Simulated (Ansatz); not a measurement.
## A hypothetical structure for BeS2

Starting from a made-up structure for BeS2, the aim is the relaxed cell, its shortest contacts and, where a second run follows, its electronic structure.

Method: DFT, PBE, plane-wave PAW, files of the set soft_1, scalar-relativistic, no spin, cell and ions relaxed at zero pressure; PAW set soft_1, in the first sound run; inputs show where later runs differ, in Ansatz 0.2.0.

## (1) The starting structure

The structure is trigonal, space group P-3m1 (No. 164). Conventional cell: a = 3.575 Å, b = 3.575 Å, c = 4.903 Å, α = 90.00°, β = 90.00°, γ = 120.00°. S has 3 Be at 2.40 Å nearest. Be has 6 S at 2.40 Å nearest. Farther neighbours and most contacts between anions are not listed.

## (2) Relaxing cell and atoms

The guess takes its coordinates from another compound and its volume from a rule, so the cell and any free coordinates are relaxed together.

Input file input.yaml:

```yaml
crystal:
  lattice:
    - [3.575, 0.0, 0.0]
    - [-1.7875, 3.096040819, 0.0]
    - [0.0, 0.0, 4.903]
  atoms:
    - { symbol: S, position: [0.666666667, 0.333333333, 0.7509] }
    - { symbol: S, position: [0.333333333, 0.666666667, 0.2491] }
    - { symbol: Be, position: [0.0, 0.0, 0.0] }
kpoints:
  mp_grid: { grid: [9, 9, 6] }
scf:
  occupations: { method: fermi_dirac, width: 0.05 }
hamiltonian:
  xc: pbe
  pseudopotentials: { kind: paw, azcp: { folder: soft_1 } }
relax:
  f_tol: 0.015
  max_steps: 70
  cell: {}
output:
  forces: true
  stress: true
```

Command:

```bash
$ ansatz run input.yaml --threads 4 --pin off --max-ram 8192MiB --backend cpu --events-out ev --progress --plain --runs-dir out
```

Numbers of over 12 decimals in the logs are rounded to 6 here.

The log of the run:

```text
Engine: ansatz 0.2.0, aarch64-unknown-linux-gnu
Pseudopotentials: kind: paw
Pseudopotential: S, paw, valence charge 6, recommended cutoff 420 eV (normal), soft_1/S.paw.azcp
Pseudopotential: Be, paw, valence charge 2, recommended cutoff 420 eV (normal), soft_1/Be.paw.azcp
Functional definition: PBE
  parameter kappa = 0.804
  parameter beta = 0.066725
  exchange = pbe_x(kappa = kappa, mu = beta*pi^2/3)
  correlation = pbe_c(beta = beta)
Crystal: 3 atoms, lattice volume = 54.268 Å³
Basis set: ecut = 420 eV, 1055 PW (Γ), exchange–correlation on 48×48×72 points (8 copies of the dense FFT grid, shifted against one another)
Bands: 11, of which v1, the nominal top of the filled ones, is band 7 counted from 1 (6 counted from 0)
Symmetry: 12 space group operations
Space group: P-3m1 (ITA 164), of the structure as read, at distance tolerance 3.8e-5 Å
k-points: 62 of 486
Non-local potential: S, projectors of the file, l = 0: 2, l = 1: 2, l = 2: 1
Non-local potential: Be, projectors of the file, l = 0: 2, l = 1: 2, l = 2: 1
PAW form: soft (Blöchl's): semilocal exchange-correlation on the pseudo side does not see the compensation charge
PAW one-centre angular grid: S, 110 points (default); XC on 64 Gauss nodes
PAW one-centre angular grid: Be, 110 points (default); XC on 64 Gauss nodes
Initial density: superposition of atomic densities (chi_scale 0.1, normalization cell, long waves kept (reshape's long-wave potential 0.03 eV rms))
Initial wavefunctions: pseudopotential atomic-orbital guess
Functional: x = pbe(κ = 0.804, μ = 0.219515), c = pbe(β = 0.066725)
SCF iter   1: F=—  HF=-1896.532685 eV  |F-HF|=—  |Δ(HF+E_count)|=         —  Δρ=2.58e-2  dr2=5.07e-1  ethr=3.10e-3  ⟨swp⟩=8.4  Hψ=5528  notcnv=0
preconditioner: auto → none  [metal: Δε(μ)=0.015 eV  Ē_g=9.762 eV  σ=0.050 eV  W_gap=0.07  n_scr=8 (ndim 8)  ℏωp=18.9 eV  f_vac=0.000  D(μ)=2.11/eV (n_scr^D=22)  sad-step TF]
SCF iter   2: F=—  HF=-1896.457939 eV  |F-HF|=—  |Δ(HF+E_count)|=   7.47e-2  Δρ=1.43e-2  dr2=1.81e-1  ethr=3.10e-3  ⟨swp⟩=1.0  Hψ=1178  notcnv=0
SCF iter   3: F=—  HF=-1896.421504 eV  |F-HF|=—  |Δ(HF+E_count)|=   3.64e-2  Δρ=2.27e-3  dr2=5.01e-3  ethr=1.30e-3  ⟨swp⟩=3.0  Hψ=1348  notcnv=0
SCF iter   4: F=—  HF=-1896.420594 eV  |F-HF|=—  |Δ(HF+E_count)|=   9.10e-4  Δρ=6.39e-4  dr2=7.11e-4  ethr=3.58e-5  ⟨swp⟩=2.3  Hψ=1210  notcnv=0
SCF iter   5: F=—  HF=-1896.420448 eV  |F-HF|=—  |Δ(HF+E_count)|=   1.46e-4  Δρ=2.00e-4  dr2=6.48e-5  ethr=5.08e-6  ⟨swp⟩=2.5  Hψ=1014  notcnv=0
SCF iter   6: F=—  HF=-1896.420399 eV  |F-HF|=—  |Δ(HF+E_count)|=   4.82e-5  Δρ=2.40e-5  dr2=1.03e-6  ethr=4.63e-7  ⟨swp⟩=2.5  Hψ=1026  notcnv=0
SCF iter   7: F=-1896.420399 eV  HF=-1896.420399 eV  |F-HF|=2.63e-9  |Δ(HF+E_count)|=   1.46e-7  Δρ=3.34e-6  dr2=1.07e-8  ethr=7.14e-10  ⟨swp⟩=5.7  Hψ=2765  notcnv=0
SCF 1 converged in 7 iterations: F = -1896.420399 eV  dr2 = 1.07e-8
  greatest PAW one-centre occupation: 0.874 electrons in one spin orbital (limit 2), on the S atom at site 1 (counted from 0), in its partial waves of l = 0
relax step   1: F+E_penalty+E_count = -1896.42039921 eV  Δ(F+E_penalty+E_count) = +0.000e0 eV  max|allowed force component| = 5.937e-1 eV/Å  Δτ_max = 0.0000 Å  P = -11.477 GPa  Ω = 54.268 Å³  (7 SCF iters, dr2 threshold 1.00e-7 eV, accepted)
Crystal: 3 atoms, lattice volume = 48.477 Å³
Basis set: ecut = 420 eV, 945 PW (Γ), exchange–correlation on 48×48×72 points (8 copies of the dense FFT grid, shifted against one another)
Initial density: handed on by an earlier stage of this run
Initial wavefunctions: those handed on with the density
iter 1 solved again at ethr=4.35e-4 eV; its pass at ethr=3.10e-3 eV (dr2=6.09e-2 eV) is discarded
SCF iter   1: F=—  HF=-1896.788400 eV  |F-HF|=—  |Δ(HF+E_count)|=         —  Δρ=7.40e-3  dr2=6.22e-2  ethr=4.35e-4  ⟨swp⟩=1.3  Hψ=5961  notcnv=0
preconditioner: auto → none  [metal: Δε(μ)=0.015 eV  Ē_g=10.336 eV  σ=0.050 eV  W_gap=0.08  n_scr=8 (ndim 8)  ℏωp=20.0 eV  f_vac=0.000  D(μ)=1.87/eV (n_scr^D=20)]
SCF iter   2: F=—  HF=-1896.771391 eV  |F-HF|=—  |Δ(HF+E_count)|=   1.70e-2  Δρ=2.75e-3  dr2=6.69e-3  ethr=4.35e-4  ⟨swp⟩=3.0  Hψ=1371  notcnv=0
SCF iter   3: F=—  HF=-1896.769600 eV  |F-HF|=—  |Δ(HF+E_count)|=   1.79e-3  Δρ=1.10e-3  dr2=8.57e-4  ethr=4.78e-5  ⟨swp⟩=2.1  Hψ=1019  notcnv=0
SCF iter   4: F=—  HF=-1896.769445 eV  |F-HF|=—  |Δ(HF+E_count)|=   1.55e-4  Δρ=3.97e-4  dr2=9.60e-5  ethr=6.12e-6  ⟨swp⟩=2.3  Hψ=997  notcnv=0
SCF iter   5: F=—  HF=-1896.769408 eV  |F-HF|=—  |Δ(HF+E_count)|=   3.66e-5  Δρ=7.17e-5  dr2=3.00e-6  ethr=6.86e-7  ⟨swp⟩=2.2  Hψ=1086  notcnv=0
SCF iter   6: F=-1896.769409 eV  HF=-1896.769409 eV  |F-HF|=2.27e-9  |Δ(HF+E_count)|=   5.60e-7  Δρ=7.56e-6  dr2=3.56e-8  ethr=2.14e-9  ⟨swp⟩=5.8  Hψ=2748  notcnv=0
SCF 2 converged in 6 iterations: F = -1896.769409 eV  dr2 = 3.56e-8
  greatest PAW one-centre occupation: 0.875 electrons in one spin orbital (limit 2), on the S atom at site 1 (counted from 0), in its partial waves of l = 0
relax step   2: F+E_penalty+E_count = -1896.76940887 eV  Δ(F+E_penalty+E_count) = -3.490e-1 eV  max|allowed force component| = 1.715e-2 eV/Å  Δτ_max = 0.0152 Å  P = -6.261 GPa  Ω = 48.477 Å³  energy of the carried Pulay correction = +5.098e-4 eV  (6 SCF iters, dr2 threshold 3.00e-7 eV, accepted)
Crystal: 3 atoms, lattice volume = 43.492 Å³
Basis set: ecut = 420 eV, 855 PW (Γ), exchange–correlation on 48×48×72 points (8 copies of the dense FFT grid, shifted against one another)
iter 1 solved again at ethr=2.68e-4 eV; its pass at ethr=3.10e-3 eV (dr2=3.75e-2 eV) is discarded
SCF iter   1: F=—  HF=-1896.918698 eV  |F-HF|=—  |Δ(HF+E_count)|=         —  Δρ=5.78e-3  dr2=3.82e-2  ethr=2.68e-4  ⟨swp⟩=1.6  Hψ=5959  notcnv=0
preconditioner: auto → none  [metal: Δε(μ)=0.025 eV  Ē_g=10.783 eV  σ=0.050 eV  W_gap=0.12  n_scr=8 (ndim 8)  ℏωp=21.1 eV  f_vac=0.000  D(μ)=1.77/eV (n_scr^D=20)]
SCF iter   2: F=—  HF=-1896.909203 eV  |F-HF|=—  |Δ(HF+E_count)|=   9.49e-3  Δρ=2.51e-3  dr2=4.48e-3  ethr=2.68e-4  ⟨swp⟩=3.0  Hψ=1383  notcnv=0
SCF iter   3: F=—  HF=-1896.908167 eV  |F-HF|=—  |Δ(HF+E_count)|=   1.04e-3  Δρ=1.00e-3  dr2=4.62e-4  ethr=3.20e-5  ⟨swp⟩=2.1  Hψ=1005  notcnv=0
SCF iter   4: F=—  HF=-1896.908204 eV  |F-HF|=—  |Δ(HF+E_count)|=   3.65e-5  Δρ=2.38e-4  dr2=1.71e-5  ethr=3.30e-6  ⟨swp⟩=2.6  Hψ=1129  notcnv=0
SCF iter   5: F=—  HF=-1896.908214 eV  |F-HF|=—  |Δ(HF+E_count)|=   1.08e-5  Δρ=3.31e-5  dr2=3.69e-7  ethr=1.22e-7  ⟨swp⟩=2.6  Hψ=1172  notcnv=0
SCF iter   6: F=-1896.908215 eV  HF=-1896.908215 eV  |F-HF|=2.07e-9  |Δ(HF+E_count)|=   4.14e-7  Δρ=2.68e-6  dr2=3.17e-9  ethr=2.14e-9  ⟨swp⟩=5.1  Hψ=2561  notcnv=0
SCF 3 converged in 6 iterations: F = -1896.908215 eV  dr2 = 3.17e-9
relax step   3: F+E_penalty+E_count = -1896.90821475 eV  Δ(F+E_penalty+E_count) = -1.388e-1 eV  max|allowed force component| = 6.901e-2 eV/Å  Δτ_max = 0.0678 Å  P = -0.922 GPa  Ω = 43.492 Å³  energy of the carried Pulay correction = +9.972e-4 eV  (6 SCF iters, dr2 threshold 3.00e-7 eV, accepted)
Crystal: 3 atoms, lattice volume = 42.149 Å³
iter 1 solved again at ethr=2.16e-5 eV; its pass at ethr=3.10e-3 eV (dr2=3.02e-3 eV) is discarded
SCF iter   1: F=—  HF=-1896.911564 eV  |F-HF|=—  |Δ(HF+E_count)|=         —  Δρ=1.99e-3  dr2=2.79e-3  ethr=2.16e-5  ⟨swp⟩=2.2  Hψ=6207  notcnv=0
preconditioner: auto → none  [metal: Δε(μ)=0.031 eV  Ē_g=10.914 eV  σ=0.050 eV  W_gap=0.15  n_scr=8 (ndim 8)  ℏωp=21.4 eV  f_vac=0.000  D(μ)=1.95/eV (n_scr^D=20)]
SCF iter   2: F=—  HF=-1896.911045 eV  |F-HF|=—  |Δ(HF+E_count)|=   5.19e-4  Δρ=8.85e-4  dr2=3.57e-4  ethr=2.00e-5  ⟨swp⟩=2.1  Hψ=987  notcnv=0
SCF iter   3: F=—  HF=-1896.911017 eV  |F-HF|=—  |Δ(HF+E_count)|=   2.87e-5  Δρ=4.04e-4  dr2=5.47e-5  ethr=2.55e-6  ⟨swp⟩=2.3  Hψ=1029  notcnv=0
SCF iter   4: F=—  HF=-1896.911030 eV  |F-HF|=—  |Δ(HF+E_count)|=   1.29e-5  Δρ=1.64e-4  dr2=8.79e-6  ethr=3.90e-7  ⟨swp⟩=2.1  Hψ=1065  notcnv=0
SCF iter   5: F=—  HF=-1896.911033 eV  |F-HF|=—  |Δ(HF+E_count)|=   3.47e-6  Δρ=3.10e-5  dr2=3.05e-7  ethr=6.28e-8  ⟨swp⟩=2.1  Hψ=1121  notcnv=0
SCF iter   6: F=-1896.911033 eV  HF=-1896.911033 eV  |F-HF|=1.41e-9  |Δ(HF+E_count)|=   1.85e-7  Δρ=2.94e-6  dr2=3.23e-9  ethr=2.14e-9  ⟨swp⟩=5.0  Hψ=2549  notcnv=0
SCF 4 converged in 6 iterations: F = -1896.911033 eV  dr2 = 3.23e-9
relax step   4: F+E_penalty+E_count = -1896.91103322 eV  Δ(F+E_penalty+E_count) = -2.818e-3 eV  max|allowed force component| = 8.093e-2 eV/Å  Δτ_max = 0.0320 Å  P = +0.917 GPa  Ω = 42.149 Å³  energy of the carried Pulay correction = +1.137e-3 eV  (6 SCF iters, dr2 threshold 3.00e-7 eV, accepted)
Crystal: 3 atoms, lattice volume = 42.827 Å³
iter 1 solved again at ethr=5.33e-6 eV; its pass at ethr=3.10e-3 eV (dr2=7.46e-4 eV) is discarded
SCF iter   1: F=—  HF=-1896.915272 eV  |F-HF|=—  |Δ(HF+E_count)|=         —  Δρ=9.84e-4  dr2=8.13e-4  ethr=5.33e-6  ⟨swp⟩=2.2  Hψ=5941  notcnv=0
preconditioner: auto → none  [metal: Δε(μ)=0.024 eV  Ē_g=10.855 eV  σ=0.050 eV  W_gap=0.12  n_scr=8 (ndim 8)  ℏωp=21.2 eV  f_vac=0.000  D(μ)=1.85/eV (n_scr^D=20)]
SCF iter   2: F=—  HF=-1896.915118 eV  |F-HF|=—  |Δ(HF+E_count)|=   1.54e-4  Δρ=4.57e-4  dr2=1.03e-4  ethr=5.33e-6  ⟨swp⟩=2.1  Hψ=992  notcnv=0
SCF iter   3: F=—  HF=-1896.915104 eV  |F-HF|=—  |Δ(HF+E_count)|=   1.37e-5  Δρ=2.08e-4  dr2=1.51e-5  ethr=7.39e-7  ⟨swp⟩=2.3  Hψ=1008  notcnv=0
SCF iter   4: F=—  HF=-1896.915110 eV  |F-HF|=—  |Δ(HF+E_count)|=   5.70e-6  Δρ=6.31e-5  dr2=1.26e-6  ethr=1.08e-7  ⟨swp⟩=2.3  Hψ=1132  notcnv=0
iter 5 did not close the SCF: its close was put off for the readings that it lacked (scf_convergence_deferred on its scf_iter line)
SCF iter   5: F=-1896.915111 eV  HF=-1896.915111 eV  |F-HF|=2.04e-8  |Δ(HF+E_count)|=   8.16e-7  Δρ=8.57e-6  dr2=2.34e-8  ethr=9.00e-9  ⟨swp⟩=2.8  Hψ=1171  notcnv=0
SCF iter   6: F=-1896.915111 eV  HF=-1896.915111 eV  |F-HF|=1.84e-10  |Δ(HF+E_count)|=   2.41e-8  Δρ=6.05e-7  dr2=1.30e-10  ethr=1.67e-10  ⟨swp⟩=2.5  Hψ=2508  notcnv=0
SCF 5 converged in 6 iterations: F = -1896.915111 eV  dr2 = 1.30e-10
relax step   5: F+E_penalty+E_count = -1896.91511094 eV  Δ(F+E_penalty+E_count) = -4.078e-3 eV  max|allowed force component| = 1.453e-2 eV/Å  Δτ_max = 0.0167 Å  P = -0.074 GPa  Ω = 42.827 Å³  energy of the carried Pulay correction = +1.066e-3 eV  (6 SCF iters, dr2 threshold 3.00e-7 eV, accepted)
Crystal: 3 atoms, lattice volume = 42.761 Å³
iter 1 solved again at ethr=3.88e-8 eV; its pass at ethr=3.10e-3 eV (dr2=5.43e-6 eV) is discarded
SCF iter   1: F=—  HF=-1896.915167 eV  |F-HF|=—  |Δ(HF+E_count)|=         —  Δρ=8.92e-5  dr2=7.07e-6  ethr=3.88e-8  ⟨swp⟩=3.1  Hψ=5633  notcnv=0
preconditioner: auto → none  [metal: Δε(μ)=0.024 eV  Ē_g=10.859 eV  σ=0.050 eV  W_gap=0.12  n_scr=8 (ndim 8)  ℏωp=21.2 eV  f_vac=0.000  D(μ)=1.85/eV (n_scr^D=20)]
SCF iter   2: F=—  HF=-1896.915163 eV  |F-HF|=—  |Δ(HF+E_count)|=   4.33e-6  Δρ=4.65e-5  dr2=9.04e-7  ethr=3.88e-8  ⟨swp⟩=2.0  Hψ=988  notcnv=0
SCF iter   3: F=—  HF=-1896.915163 eV  |F-HF|=—  |Δ(HF+E_count)|=   7.80e-8  Δρ=2.26e-5  dr2=1.34e-7  ethr=6.46e-9  ⟨swp⟩=2.3  Hψ=997  notcnv=0
iter 4 did not close the SCF: its close was put off for the readings that it lacked (scf_convergence_deferred on its scf_iter line)
SCF iter   4: F=-1896.915163 eV  HF=-1896.915163 eV  |F-HF|=4.04e-9  |Δ(HF+E_count)|=   6.88e-8  Δρ=4.50e-6  dr2=4.78e-9  ethr=9.58e-10  ⟨swp⟩=2.7  Hψ=1153  notcnv=0
iter 5 did not close the SCF: its close was put off for the readings that it lacked (scf_convergence_deferred on its scf_iter line)
SCF iter   5: F=-1896.915163 eV  HF=-1896.915163 eV  |F-HF|=5.57e-11  |Δ(HF+E_count)|=   4.46e-9  Δρ=4.18e-7  dr2=5.25e-11  ethr=3.41e-11  ⟨swp⟩=2.5  Hψ=1092  notcnv=0
SCF iter   6: F=-1896.915163 eV  HF=-1896.915163 eV  |F-HF|=0.00e0  |Δ(HF+E_count)|=  7.25e-11  Δρ=4.10e-8  dr2=4.69e-13  ethr=1.00e-12  ⟨swp⟩=1.3  Hψ=2091  notcnv=0
SCF 6 converged in 6 iterations: F = -1896.915163 eV  dr2 = 4.69e-13
relax step   6: F+E_penalty+E_count = -1896.91516277 eV  Δ(F+E_penalty+E_count) = -5.183e-5 eV  max|allowed force component| = 2.177e-3 eV/Å  Δτ_max = 0.0020 Å  P = +0.005 GPa  Ω = 42.761 Å³  energy of the carried Pulay correction = +1.073e-3 eV  (6 SCF iters, dr2 threshold 1.94e-8 eV, accepted)
Basis set: ecut = 420 eV, 855 PW (Γ), exchange–correlation on 48×48×60 points (8 copies of the dense FFT grid, shifted against one another)
Initial wavefunctions: pseudopotential atomic-orbital guess (no wavefunctions were taken with the density)
iter 1 solved again at ethr=1.27e-6 eV; its pass at ethr=3.10e-3 eV (dr2=1.78e-4 eV) is discarded
SCF iter   1: F=—  HF=-1896.914390 eV  |F-HF|=—  |Δ(HF+E_count)|=         —  Δρ=9.41e-5  dr2=3.49e-7  ethr=1.27e-6  ⟨swp⟩=3.2  Hψ=7443  notcnv=0
eigensolver tolerance schedule: the retry pair's looser diagonalisation over-reported the residual by 508.36 of it (diagonalisation noise at 0.26 of the residual, at the tolerance the schedule requests for it); recorded, not acted on — ethr = c·dr2/N_el stays at c = 1.0e-1
preconditioner: auto → none  [metal: Δε(μ)=0.024 eV  Ē_g=10.860 eV  σ=0.050 eV  W_gap=0.12  n_scr=8 (ndim 8)  ℏωp=21.2 eV  f_vac=0.000  D(μ)=1.85/eV (n_scr^D=20)]
SCF iter   2: F=—  HF=-1896.914445 eV  |F-HF|=—  |Δ(HF+E_count)|=   5.46e-5  Δρ=4.79e-5  dr2=9.71e-8  ethr=2.49e-9  ⟨swp⟩=3.0  Hψ=1324  notcnv=0
SCF iter   3: F=—  HF=-1896.914446 eV  |F-HF|=—  |Δ(HF+E_count)|=   9.93e-7  Δρ=7.93e-6  dr2=4.72e-8  ethr=6.94e-10  ⟨swp⟩=2.0  Hψ=1119  notcnv=0
SCF iter   4: F=—  HF=-1896.914446 eV  |F-HF|=—  |Δ(HF+E_count)|=   2.42e-9  Δρ=7.80e-7  dr2=1.40e-10  ethr=3.37e-10  ⟨swp⟩=2.2  Hψ=976  notcnv=0
iter 5 did not close the SCF: its close was put off for the readings that it lacked (scf_convergence_deferred on its scf_iter line)
SCF iter   5: F=-1896.914446 eV  HF=-1896.914446 eV  |F-HF|=1.68e-11  |Δ(HF+E_count)|=  9.23e-11  Δρ=3.14e-7  dr2=1.25e-11  ethr=1.00e-12  ⟨swp⟩=3.2  Hψ=1432  notcnv=0
SCF iter   6: F=-1896.914446 eV  HF=-1896.914446 eV  |F-HF|=2.27e-13  |Δ(HF+E_count)|=  1.73e-11  Δρ=4.97e-8  dr2=5.88e-13  ethr=1.00e-12  ⟨swp⟩=5.1  Hψ=3249  notcnv=0
SCF 7 converged in 6 iterations: F = -1896.914446 eV  dr2 = 5.88e-13
relax step   7: F+E_penalty+E_count = -1896.91444563 eV  Δ(F+E_penalty+E_count) = +7.171e-4 eV  max|allowed force component| = 1.763e-3 eV/Å  Δτ_max = 0.0000 Å  P = -0.002 GPa  Ω = 42.761 Å³  stress off target by 3.17e-3 GPa  SCF on the basis re-selected at this cell (its energy is not comparable with the rows above)  (6 SCF iters)
basis re-selected at this cell: Δ(F+E_penalty+E_count) = +7.171e-4 eV, ΔP = -0.008 GPa vs the last step (what re-selecting the basis moved, of the pressure what is left beyond the Pulay correction that the steps carried, after the strain that the cell walked since its last selection, with what the two solves' SCF thresholds leave and, on support functions, any second-order correction that the steps lacked; it is no measure of the basis error at this ecutwfc). The dense FFT grid was sized anew with the basis: this SCF ran on 24×24×30 points, the steps before it on 24×24×36, so part of this shift can come from that change (see relax.cell in the input reference). [rest of the remark cut]
SCF converged after 6 iterations
Free energy (F): -1896.914446 eV
Harris-Foulkes:  -1896.914446 eV  (|F-HF|=2.27e-13)
Internal energy: -1896.899347 eV  (E = F + TS)
E sigma→0 (E₀):  -1896.906896 eV
Entropy (-TS):   -0.015099 eV (-5.033 meV/atom)
Fermi energy:    7.389655 eV
--- Per-component energies (eV) ---
  E_band       = 21.505909
  E_kinetic    = 228.852177
  E_local      = -163.326034  (includes V_loc(G=0)·N_el)
  E_nonlocal   = 73.286107
  E_hartree    = 43.779972
  E_xc         = -196.578559
  E_vxc        = -184.133733  (∫ρ·V_xc dr)
  E_paw        = -1275.715685  (= ΣΔE_a)
  E_vpaw       = -20.732553  (= ΣTr[D̂ρ^β])
  E_aug_tail   = -0.000001  (compensation charges beyond the density's cutoff)
  E_ewald      = -607.197325
  E_smearing   = -0.015099  (= −TS)
  E_closure    = -0.000000  (closes the sum)
  Σ components = -1896.914446   (vs F -1896.914446, Δ=0.00e0)
--- Forces (eV/Å), atoms counted from 1 ---
  atom   1  S     -0.00000000    -0.00000000    -0.00176343
  atom   2  S      0.00000000     0.00000000     0.00176343
  atom   3  Be    -0.00000000     0.00000000     0.00000000
  max |Σ_I F_I| component: 3.70e-17 eV/Å
--- Stress (GPa, compression-positive) ---
       -0.003173      -0.000000      -0.000000
       -0.000000      -0.003173       0.000000
       -0.000000       0.000000      -0.000954
  P = ⅓ Tr σ = -0.0024 GPa (-0.024 kbar)
--- Relaxed structure (6 steps of the walk, 6 accepted, 1 SCFs on fresh bases) ---
  F+E_penalty+E_count = -1896.91444563 eV   max|allowed force component| = 1.763e-3 eV/Å   (the final SCF, on the basis selected at the relaxed cell)
  cell:  # Å, volume = 42.7607 Å³
    - [3.371855, 0, -6.789750418662677e-17]
    - [-1.685928, 2.920112, 3.394875209331339e-17]
    - [-9.311929035013388e-17, 0, 4.342862]
  atoms:
    - { symbol: S, position: [0.666667, 0.333333, 0.736639] }
    - { symbol: S, position: [0.333333, 0.666667, 0.263361] }
    - { symbol: Be, position: [0, 0, 2.35872387786635e-19] }
```

Run time: 3.6 s. Hardware: 4 threads of Arm Neoverse V2, shared host; peak memory 0.33 GiB.

Step by step:

```
step  energy less that of the first step (eV)  largest force component (eV/Å)  pressure (GPa)  volume (Å³)
   1                                   0.0000                          0.5937          -11.48        54.27
   2                                  -0.3490                          0.0172           -6.26        48.48
   3                                  -0.4878                          0.0690           -0.92        43.49
   4                                  -0.4906                          0.0809            0.92        42.15
   5                                  -0.4947                          0.0145           -0.07        42.83
   6                                  -0.4948                          0.0022            0.01        42.76
  7*                                  -0.4940                          0.0018            0.00        42.76
```

Relaxation steps marked * repeat the geometry before them on a plane-wave basis chosen anew for their cell, so energy and pressure can jump there.

The run keeps the 12 symmetry operations that it works with, so distortions that break them were not tested.

```
conventional cell, symmetrised  before  after   change
                         a (Å)   3.575  3.372   -5.7 %
                         b (Å)   3.575  3.372   -5.7 %
                         c (Å)   4.903  4.343  -11.4 %
              volume (Å³/atom)   18.09  14.25  -21.2 %
```

The atoms that moved most (Å, as changes of fractional coordinates times the final cell):

```
atom     dx     dy      dz  length
  S2  0.000  0.000   0.062   0.062
  S1  0.000  0.000  -0.062   0.062
```

The relaxed structure:

```xyz
3
Lattice="3.3719 0.0000 0.0000 -1.6859 2.9201 0.0000 0.0000 0.0000 4.3429" Properties=species:S:1:pos:R:3 pbc="T T T"
S     1.6859    0.9734    3.1991
S     0.0000    1.9467    1.1437
Be    0.0000    0.0000    0.0000
```

This step gave:

```
free energy             : -1896.9144 eV
energy at zero smearing : -1896.9069 eV
smearing term TS        : 0.01510 eV
Fermi energy            : 7.390 eV
electrons               : 14
symmetry operations     : 12
pressure                : -0.002433 GPa
```

Shortest distances by pair of elements, guess and relaxed (not always the same contact):

```
 pair  guess (Å)  relaxed (Å)
 Be–S      2.398        2.258
  S–S      3.198        2.831
Be–Be      3.575        3.372
```

The relaxation ends with a largest force component of 0.0018 eV/Å and a pressure of 0.00 GPa.

(Continued in part 2 of 2.)

[Logs are printed without paths, hosts, clocks, repeated set-up lines and the standing remarks that a program may print on its own settings, such as how far it seeks lower states.]

[Hosts, paths, dates, database ids (printed as entryN), source tags and the programs' standing remarks are cut or masked in the printed files.]
